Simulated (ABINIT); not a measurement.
# BN (Qingsongite): bands and cutoff in G0W0 with ABINIT, part 2 of 2

What does each rung of G0W0 on BN (Qingsongite) cost, and what does it buy?

ABINIT 10.8.3; LDA and many-body steps on it, plane waves. Known limits of the many-body steps: not at the basis limit; coarse k mesh.

So far. Step 3 (Screening, 6×6×6 mesh, 63 bands, screening to 203.5 eV): Local fields lower ε∞ by 7 %. On a Γ-centred mesh this coarse the value itself is usually too large, while a short band sum pulls it down. Step 4 (63 bands, 203.5 eV): The gap on the mesh goes from 4.42 eV to 6.16 eV, a correction of +1.74 eV.

### Step 6. 94 bands, 269.4 eV

This step: G0W0 on LDA, plane waves, norm-conserving pseudopotentials.

The input, run.abi:

```
acell 3*1.0 Angstrom
rprim 
  -0.000000000000 1.807500000000 1.807500000000
  1.807500000000 0.000000000000 1.807500000000
  1.807500000000 1.807500000000 -0.000000000000
ntypat 2
znucl 5 7
natom 2
typat 1 2
xred 
  0.000000000000 0.000000000000 0.000000000000
  0.250000000000 0.250000000000 0.250000000000
pp_dirpath "pseudos"
pseudos "B.upf, N.upf"
ecut 36
ngkpt 6 6 6
nshiftk 1
shiftk 0 0 0
kptopt 1
chksymbreak 0
istwfk *1
occopt 1
irdwfk 1
optdriver 4
nband 94
gwcalctyp 0
ecutsigx 36
symsigma 1
nkptgw 3
kptgw 
  0.0000000000 0.0000000000 0.0000000000
  0.5000000000 0.5000000000 0.0000000000
  0.5000000000 0.0000000000 0.0000000000
bdgw 
  2 7
  3 6
  3 7
ecuteps 9.9
irdscr 1
ppmodel 1
indata_prefix "in"
outdata_prefix "out"
tmpdata_prefix "tmp"
```

The run is started by

```bash
> OMP_NUM_THREADS=1 mpirun -n 4 abinit run.abi > log
```

Output:

```text
.Version 10.8.3 of ABINIT. v10.8.2 released Aug 2026.

 Symmetries : space group F-4 3 m (#216); Bravais cF (face-center cubic)
[... echo of the input left out ...]
== DATASET  1 ==================================================================
-   mpi_nproc: 4, omp_nthreads: 1 (-1 if OMP is not activated)

--- !DatasetInfo
iteration_state: {dtset: 1, }
dimensions: {natom: 2, nkpt: 16, mband: 94, nsppol: 1, nspinor: 1, nspden: 1, mpw: 869, }
cutoff_energies: {ecut:  36.0, pawecutdg:  -1.0, }
electrons: {nelect:   8.00000000E+00, charge:   0.00000000E+00, occopt:   1.00000000E+00, tsmear:   1.00000000E-02, }

 SIGMA: Calculation of the GW corrections

 Based on a program developped by R.W. Godby, V. Olevano, G. Onida, and L. Reining.
 Incorporated in ABINIT by V. Olevano, G.-M. Rignanese, and M. Torrent.
.Using double precision arithmetic ; gwpc =  8

[... cell and pseudopotentials left out ...]
--------------------------------------------------------------------------------

 ==== K-mesh for the wavefunctions ====
 Number of points in the irreducible wedge :    16
[... list of points left out ...]
 Together with 24 symmetry operations and time-reversal symmetry
 yields   216 points in the full Brillouin Zone.

 ==== Q-mesh for screening function ====
 Number of points in the irreducible wedge :    16
[... list of points left out ...]
 Together with 24 symmetry operations and time-reversal symmetry
 yields   216 points in the full Brillouin Zone.

 vcoul_init : cutoff-mode = AUXILIARY_FUNCTION
 q-points for optical limit:   1
     1)      0.000010    0.000020    0.000030
 setmesh: FFT mesh size selected  =    25x   25x   25
          total number of points  =        15625

 Number of electrons calculated from density =    8.0000; Expected =    8.0000
[...]
number of plane-waves for wavefunctions           869
 number of bands                                    94
 number of q-points in IBZ                          16
 number of frequencies                               2
 number of real frequencies                          1
 number of imag frequencies                          1

 matrix elements of self-energy operator (all in [eV])

 Perturbative Calculation

--- !SelfEnergy_ee
iteration_state: {dtset: 1, }
kpoint     : [   0.000,    0.000,    0.000, ]
spin       : 1
KS_gap     :    8.748
QP_gap     :   10.963
Delta_QP_KS:    2.216
data: !SigmaeeData |
     Band     E0 <VxcDFT>   SigX SigC(E0)      Z dSigC/dE  Sig(E)    E-E0       E
        2   8.006 -18.334 -22.055   2.449   0.826  -0.211 -19.384  -1.050   6.956
        3   8.006 -18.334 -22.055   2.449   0.826  -0.211 -19.384  -1.050   6.956
        4   8.006 -18.334 -22.055   2.449   0.826  -0.211 -19.384  -1.050   6.956
[...]
--- !SelfEnergy_ee
iteration_state: {dtset: 1, }
kpoint     : [   0.500,    0.500,    0.000, ]
spin       : 1
KS_gap     :    9.351
QP_gap     :   11.536
Delta_QP_KS:    2.185
data: !SigmaeeData |
     Band     E0 <VxcDFT>   SigX SigC(E0)      Z dSigC/dE  Sig(E)    E-E0       E
[...]
--- !SelfEnergy_ee
iteration_state: {dtset: 1, }
kpoint     : [   0.500,    0.000,    0.000, ]
spin       : 1
KS_gap     :   12.216
QP_gap     :   14.247
Delta_QP_KS:    2.030
data: !SigmaeeData |
     Band     E0 <VxcDFT>   SigX SigC(E0)      Z dSigC/dE  Sig(E)    E-E0       E
[...]
6  18.648 -14.038  -6.915  -5.619   0.837  -0.194 -12.778   1.260  19.908
        7  18.648 -14.038  -6.915  -5.619   0.837  -0.194 -12.778   1.260  19.908

== END DATASET(S) ==============================================================
================================================================================

 -outvars: echo values of variables after computation  --------
           etotal      0.0000000000E+00
            nband          94
             nkpt          16
          spgroup         216
 [... the other variables as echoed above ...]

 Calculation completed.
```

Elapsed: 7.9 s, on 4 MPI ranks of Arm Neoverse V1, shared host; peak memory 0.54 GiB; 31 s of CPU time.

Numbers from this step:

```
G0W0 gap on the points computed              : 6.241 eV
starting gap on the mesh                     : 4.420 eV
k of the valence top                         : 0, 0, 0
k of the conduction bottom                   : 0.5, 0.5, 0
Z at the valence top                         : 0.826
Z at the conduction bottom                   : 0.853
least direct G0W0 gap on the computed points : 10.96 eV
```

Against G0W0 in ABINIT (6×6×6 mesh, 63 bands, screening to 203.5 eV, Godby-Needs plasmon pole), the gap moves by +0.081 eV.

### Step 7. Screening, 6×6×6 mesh, 143 bands, screening to 359.2 eV

This step: RPA screening on LDA, plane waves, norm-conserving pseudopotentials.

run.abi: that of step 6 with these lines changed.

```diff
@@ -23,19 +23,8 @@
 irdwfk 1
-optdriver 4
-nband 94
-gwcalctyp 0
-ecutsigx 36
-symsigma 1
-nkptgw 3
-kptgw 
-  0.0000000000 0.0000000000 0.0000000000
-  0.5000000000 0.5000000000 0.0000000000
-  0.5000000000 0.0000000000 0.0000000000
-bdgw 
-  2 7
-  3 6
-  3 7
-ecuteps 9.9
-irdscr 1
-ppmodel 1
+optdriver 3
+nband 143
+ecuteps 13.2
+inclvkb 2
+awtr 1
+symchi 1
 indata_prefix "in"
```

Output:

```text
.Version 10.8.3 of ABINIT. v10.8.2 released Aug 2026.

 Symmetries : space group F-4 3 m (#216); Bravais cF (face-center cubic)
[... echo of the input left out ...]
== DATASET  1 ==================================================================
-   mpi_nproc: 4, omp_nthreads: 1 (-1 if OMP is not activated)

--- !DatasetInfo
iteration_state: {dtset: 1, }
dimensions: {natom: 2, nkpt: 16, mband: 143, nsppol: 1, nspinor: 1, nspden: 1, mpw: 869, }
cutoff_energies: {ecut:  36.0, pawecutdg:  -1.0, }
[...]
--------------------------------------------------------------------------------
[... chi0 elements left out ...]
 For q-point:  0.000010 0.000020 0.000030
  dielectric constant =   4.4359
  dielectric constant without local fields =   4.7908

  Average fulfillment of the sum rule on Im[epsilon] for q-point    1 :     96.81  [%]
[... wings left out ...]
  q-point number  2        q = ( 0.166667, 0.000000, 0.000000) [r.l.u.]
--------------------------------------------------------------------------------
[... chi0 elements left out ...]
  Average fulfillment of the sum rule on Im[epsilon] for q-point    2 :    100.29  [%]

 [... 14 further q-points ...]
```

The job ended after 59 s (4 MPI ranks; peak memory 0.89 GiB; 3.9 min of CPU time).

Numbers from this step:

```
ε∞ with local fields, on this mesh, along the program's q direction : 4.436
the same without local fields                                       : 4.791
plasma frequency                                                    : 30.56 eV
plane waves in the screening matrix                                 : 169
```

### Step 8. 143 bands, 359.2 eV

This step: G0W0 on LDA, plane waves, norm-conserving pseudopotentials.

run.abi: that of step 7 with these lines changed.

```diff
@@ -23,8 +23,19 @@
 irdwfk 1
-optdriver 3
+optdriver 4
 nband 143
+gwcalctyp 0
+ecutsigx 36
+symsigma 1
+nkptgw 3
+kptgw 
+  0.0000000000 0.0000000000 0.0000000000
+  0.5000000000 0.5000000000 0.0000000000
+  0.5000000000 0.0000000000 0.0000000000
+bdgw 
+  2 7
+  3 6
+  3 7
 ecuteps 13.2
-inclvkb 2
-awtr 1
-symchi 1
+irdscr 1
+ppmodel 1
 indata_prefix "in"
```

Output:

```text
.Version 10.8.3 of ABINIT. v10.8.2 released Aug 2026.

 Symmetries : space group F-4 3 m (#216); Bravais cF (face-center cubic)
[... echo of the input left out ...]
== DATASET  1 ==================================================================
-   mpi_nproc: 4, omp_nthreads: 1 (-1 if OMP is not activated)

--- !DatasetInfo
iteration_state: {dtset: 1, }
dimensions: {natom: 2, nkpt: 16, mband: 143, nsppol: 1, nspinor: 1, nspden: 1, mpw: 869, }
cutoff_energies: {ecut:  36.0, pawecutdg:  -1.0, }
[...]
Band     E0 <VxcDFT>   SigX SigC(E0)      Z dSigC/dE  Sig(E)    E-E0       E
[...]
6  18.648 -14.038  -6.915  -5.682   0.837  -0.195 -12.832   1.206  19.854
        7  18.648 -14.038  -6.915  -5.682   0.837  -0.195 -12.832   1.206  19.854

== END DATASET(S) ==============================================================
================================================================================

 -outvars: echo values of variables after computation  --------
           etotal      0.0000000000E+00
            nband         143
             nkpt          16
          spgroup         216
 [... the other variables as echoed above ...]

 Calculation completed.
```

Elapsed: 22 s, on 4 MPI ranks; peak memory 0.94 GiB.

This step gave:

```
G0W0 gap on the points computed              : 6.297 eV
starting gap on the mesh                     : 4.420 eV
k of the valence top                         : 0, 0, 0
k of the conduction bottom                   : 0.5, 0.5, 0
least direct G0W0 gap on the computed points : 11.02 eV
```

Against G0W0 in ABINIT (6×6×6 mesh, 94 bands, screening to 269.4 eV, Godby-Needs plasmon pole), the gap moves by +0.056 eV.

### Step 9. Screening, 6×6×6 mesh, 210 bands, screening to 466.9 eV

This step: RPA screening on LDA, plane waves, norm-conserving pseudopotentials.

run.abi: that of step 8 with these lines changed.

```diff
@@ -23,19 +23,8 @@
 irdwfk 1
-optdriver 4
-nband 143
-gwcalctyp 0
-ecutsigx 36
-symsigma 1
-nkptgw 3
-kptgw 
-  0.0000000000 0.0000000000 0.0000000000
-  0.5000000000 0.5000000000 0.0000000000
-  0.5000000000 0.0000000000 0.0000000000
-bdgw 
-  2 7
-  3 6
-  3 7
-ecuteps 13.2
-irdscr 1
-ppmodel 1
+optdriver 3
+nband 210
+ecuteps 17.16
+inclvkb 2
+awtr 1
+symchi 1
 indata_prefix "in"
```

Output:

```text
.Version 10.8.3 of ABINIT. v10.8.2 released Aug 2026.

 Symmetries : space group F-4 3 m (#216); Bravais cF (face-center cubic)
[... echo of the input left out ...]
== DATASET  1 ==================================================================
-   mpi_nproc: 4, omp_nthreads: 1 (-1 if OMP is not activated)

--- !DatasetInfo
iteration_state: {dtset: 1, }
dimensions: {natom: 2, nkpt: 16, mband: 210, nsppol: 1, nspinor: 1, nspden: 1, mpw: 869, }
cutoff_energies: {ecut:  36.0, pawecutdg:  -1.0, }
[...]
--------------------------------------------------------------------------------
[... chi0 elements left out ...]
 For q-point:  0.000010 0.000020 0.000030
  dielectric constant =   4.4338
  dielectric constant without local fields =   4.7909

  Average fulfillment of the sum rule on Im[epsilon] for q-point    1 :     98.96  [%]
[... wings left out ...]
  q-point number  2        q = ( 0.166667, 0.000000, 0.000000) [r.l.u.]
--------------------------------------------------------------------------------
[... chi0 elements left out ...]
  Average fulfillment of the sum rule on Im[epsilon] for q-point    2 :    101.10  [%]

 [... 14 further q-points ...]
```

The job ended after 2.1 min (4 MPI ranks; peak memory 1.2 GiB; 8.3 min of CPU time).

Numbers from this step:

* ε∞ with local fields, on this mesh, along the program's q direction: 4.434
* the same without local fields: 4.791
* plasma frequency: 30.56 eV
* plane waves in the screening matrix: 283

### Step 10. 210 bands, 466.9 eV

This step: G0W0 on LDA, plane waves, norm-conserving pseudopotentials.

run.abi: that of step 9 with these lines changed.

```diff
@@ -23,8 +23,19 @@
 irdwfk 1
-optdriver 3
+optdriver 4
 nband 210
+gwcalctyp 0
+ecutsigx 36
+symsigma 1
+nkptgw 3
+kptgw 
+  0.0000000000 0.0000000000 0.0000000000
+  0.5000000000 0.5000000000 0.0000000000
+  0.5000000000 0.0000000000 0.0000000000
+bdgw 
+  2 7
+  3 6
+  3 7
 ecuteps 17.16
-inclvkb 2
-awtr 1
-symchi 1
+irdscr 1
+ppmodel 1
 indata_prefix "in"
```

Output:

```text
.Version 10.8.3 of ABINIT. v10.8.2 released Aug 2026.

 Symmetries : space group F-4 3 m (#216); Bravais cF (face-center cubic)
[... echo of the input left out ...]
== DATASET  1 ==================================================================
-   mpi_nproc: 4, omp_nthreads: 1 (-1 if OMP is not activated)

--- !DatasetInfo
iteration_state: {dtset: 1, }
dimensions: {natom: 2, nkpt: 16, mband: 210, nsppol: 1, nspinor: 1, nspden: 1, mpw: 869, }
cutoff_energies: {ecut:  36.0, pawecutdg:  -1.0, }
[...]
Band     E0 <VxcDFT>   SigX SigC(E0)      Z dSigC/dE  Sig(E)    E-E0       E
[...]
6  18.648 -14.038  -6.915  -5.719   0.837  -0.195 -12.863   1.175  19.823
        7  18.648 -14.038  -6.915  -5.719   0.837  -0.195 -12.863   1.175  19.823

== END DATASET(S) ==============================================================
================================================================================

 -outvars: echo values of variables after computation  --------
           etotal      0.0000000000E+00
            nband         210
             nkpt          16
          spgroup         216
 [... the other variables as echoed above ...]

 Calculation completed.
```

Elapsed: 77 s, on 4 MPI ranks; peak memory 1.4 GiB; 5.1 min of CPU time.

This step gave:

```
G0W0 gap on the points computed              : 6.333 eV
starting gap on the mesh                     : 4.420 eV
k of the valence top                         : 0, 0, 0
k of the conduction bottom                   : 0.5, 0.5, 0
least direct G0W0 gap on the computed points : 11.05 eV
```

Against G0W0 in ABINIT (6×6×6 mesh, 143 bands, screening to 359.2 eV, Godby-Needs plasmon pole), the gap moves by +0.036 eV.

### Step 11. Screening, 6×6×6 mesh, 303 bands, screening to 598.7 eV

This step: RPA screening on LDA, plane waves, norm-conserving pseudopotentials.

run.abi: that of step 10 with these lines changed.

```diff
@@ -23,19 +23,8 @@
 irdwfk 1
-optdriver 4
-nband 210
-gwcalctyp 0
-ecutsigx 36
-symsigma 1
-nkptgw 3
-kptgw 
-  0.0000000000 0.0000000000 0.0000000000
-  0.5000000000 0.5000000000 0.0000000000
-  0.5000000000 0.0000000000 0.0000000000
-bdgw 
-  2 7
-  3 6
-  3 7
-ecuteps 17.16
-irdscr 1
-ppmodel 1
+optdriver 3
+nband 303
+ecuteps 22
+inclvkb 2
+awtr 1
+symchi 1
 indata_prefix "in"
```

Output:

```text
.Version 10.8.3 of ABINIT. v10.8.2 released Aug 2026.

 Symmetries : space group F-4 3 m (#216); Bravais cF (face-center cubic)
[... echo of the input left out ...]
== DATASET  1 ==================================================================
-   mpi_nproc: 4, omp_nthreads: 1 (-1 if OMP is not activated)

--- !DatasetInfo
iteration_state: {dtset: 1, }
dimensions: {natom: 2, nkpt: 16, mband: 303, nsppol: 1, nspinor: 1, nspden: 1, mpw: 869, }
cutoff_energies: {ecut:  36.0, pawecutdg:  -1.0, }
[...]
--------------------------------------------------------------------------------
[... chi0 elements left out ...]
 For q-point:  0.000010 0.000020 0.000030
  dielectric constant =   4.4333
  dielectric constant without local fields =   4.7909

  Average fulfillment of the sum rule on Im[epsilon] for q-point    1 :    100.23  [%]
[... wings left out ...]
  q-point number  2        q = ( 0.166667, 0.000000, 0.000000) [r.l.u.]
--------------------------------------------------------------------------------
[... chi0 elements left out ...]
  Average fulfillment of the sum rule on Im[epsilon] for q-point    2 :    101.68  [%]

 [... 14 further q-points ...]
```

Wall time 4.7 min (4 MPI ranks); peak memory 1.7 GiB; 19 min of CPU time.

Numbers from this step:

* ε∞ with local fields, on this mesh, along the program's q direction: 4.433
* the same without local fields: 4.791
* plasma frequency: 30.56 eV
* plane waves in the screening matrix: 411

### Step 12. 303 bands, 598.7 eV

This step: G0W0 on LDA, plane waves, norm-conserving pseudopotentials.

run.abi: that of step 11 with these lines changed.

```diff
@@ -23,8 +23,19 @@
 irdwfk 1
-optdriver 3
+optdriver 4
 nband 303
+gwcalctyp 0
+ecutsigx 36
+symsigma 1
+nkptgw 3
+kptgw 
+  0.0000000000 0.0000000000 0.0000000000
+  0.5000000000 0.5000000000 0.0000000000
+  0.5000000000 0.0000000000 0.0000000000
+bdgw 
+  2 7
+  3 6
+  3 7
 ecuteps 22
-inclvkb 2
-awtr 1
-symchi 1
+irdscr 1
+ppmodel 1
 indata_prefix "in"
```

Output:

```text
.Version 10.8.3 of ABINIT. v10.8.2 released Aug 2026.

 Symmetries : space group F-4 3 m (#216); Bravais cF (face-center cubic)
[... echo of the input left out ...]
== DATASET  1 ==================================================================
-   mpi_nproc: 4, omp_nthreads: 1 (-1 if OMP is not activated)

--- !DatasetInfo
iteration_state: {dtset: 1, }
dimensions: {natom: 2, nkpt: 16, mband: 303, nsppol: 1, nspinor: 1, nspden: 1, mpw: 869, }
cutoff_energies: {ecut:  36.0, pawecutdg:  -1.0, }
[...]
Band     E0 <VxcDFT>   SigX SigC(E0)      Z dSigC/dE  Sig(E)    E-E0       E
[...]
6  18.648 -14.038  -6.915  -5.740   0.837  -0.195 -12.881   1.157  19.805
        7  18.648 -14.038  -6.915  -5.740   0.837  -0.195 -12.881   1.157  19.805

== END DATASET(S) ==============================================================
================================================================================

 -outvars: echo values of variables after computation  --------
           etotal      0.0000000000E+00
            nband         303
             nkpt          16
          spgroup         216
 [... the other variables as echoed above ...]

 Calculation completed.
```

Run time: 3.7 min. Hardware: 4 MPI ranks; peak memory 2 GiB; 15 min of CPU time.

Numbers from this step:

```
G0W0 gap on the points computed              : 6.355 eV
starting gap on the mesh                     : 4.420 eV
k of the valence top                         : 0, 0, 0
k of the conduction bottom                   : 0.5, 0.5, 0
least direct G0W0 gap on the computed points : 11.07 eV
```

Against G0W0 in ABINIT (6×6×6 mesh, 210 bands, screening to 466.9 eV, Godby-Needs plasmon pole), the gap moves by +0.022 eV.

### Step 13. The runs together

Times are wall times on 4 MPI ranks of Arm Neoverse V1, shared host, good to a factor of about two. A run's time includes the screening step that it read.

| run | mesh | bands | screening cutoff (eV) | DFT gap (eV) | gap on the mesh (eV) | direct (eV) | ε∞ used | time |
| --- | --- | --- | --- | --- | --- | --- | --- | --- |
| 63 bands, 203.5 eV | 6×6×6 | 63 | 203.5 | 4.420 | 6.160 | 10.890 | 4.45 | 13 s |
| 94 bands, 269.4 eV | 6×6×6 | 94 | 269.4 | 4.420 | 6.241 | 10.963 | 4.44 | 25 s |
| 143 bands, 359.2 eV | 6×6×6 | 143 | 359.2 | 4.420 | 6.297 | 11.015 | 4.44 | 81 s |
| 210 bands, 466.9 eV | 6×6×6 | 210 | 466.9 | 4.420 | 6.333 | 11.050 | 4.43 | 3.4 min |
| 303 bands, 598.7 eV | 6×6×6 | 303 | 598.7 | 4.420 | 6.355 | 11.071 | 4.43 | 8.4 min |

### Step 14. What came out

```
63 bands, 203.5 eV  : 6.160 eV
94 bands, 269.4 eV  : 6.241 eV
143 bands, 359.2 eV : 6.297 eV
210 bands, 466.9 eV : 6.333 eV
303 bands, 598.7 eV : 6.355 eV
known limits        : not at the basis limit; coarse k mesh
```

In words: From the first rung to the last the gap moves by +0.20 eV for 39 times the time. In the first G0W0 run levels were corrected at 3 k points alone, so a gap called «on the mesh» is the least over those, and an edge elsewhere would be missed. The 6×6×6 mesh is coarse for this cell, which bears on the long-range parts of exchange and screening.

[Paths, hosts, dates, memory and timing lines, banners, echoed tables and standing remarks are left out of the program output.]

[Logs are printed without paths, hosts, clocks, repeated set-up lines and the standing remarks that a program may print on its own settings, such as how far it seeks lower states.]

[Runs of the session that timed out or met a known fault of the program may be left out.]

[No measured gap is set beside runs whose start may be inverted or whose files or cutoffs have a known fault.]

[Hosts, paths, dates, database ids (printed as entryN), source tags and the programs' standing remarks are cut or masked in the printed files.]

[G0W0 gaps are taken among the corrected bands and points alone; a level outside them can change the order at an edge.]

[Where Ansatz stands beside ABINIT at settings called matched, ABINIT's density can come from a denser mesh and the files from another edition; pairs whose starting gaps differed by over 0.03 eV were left out, so agreement reads better than it is.]
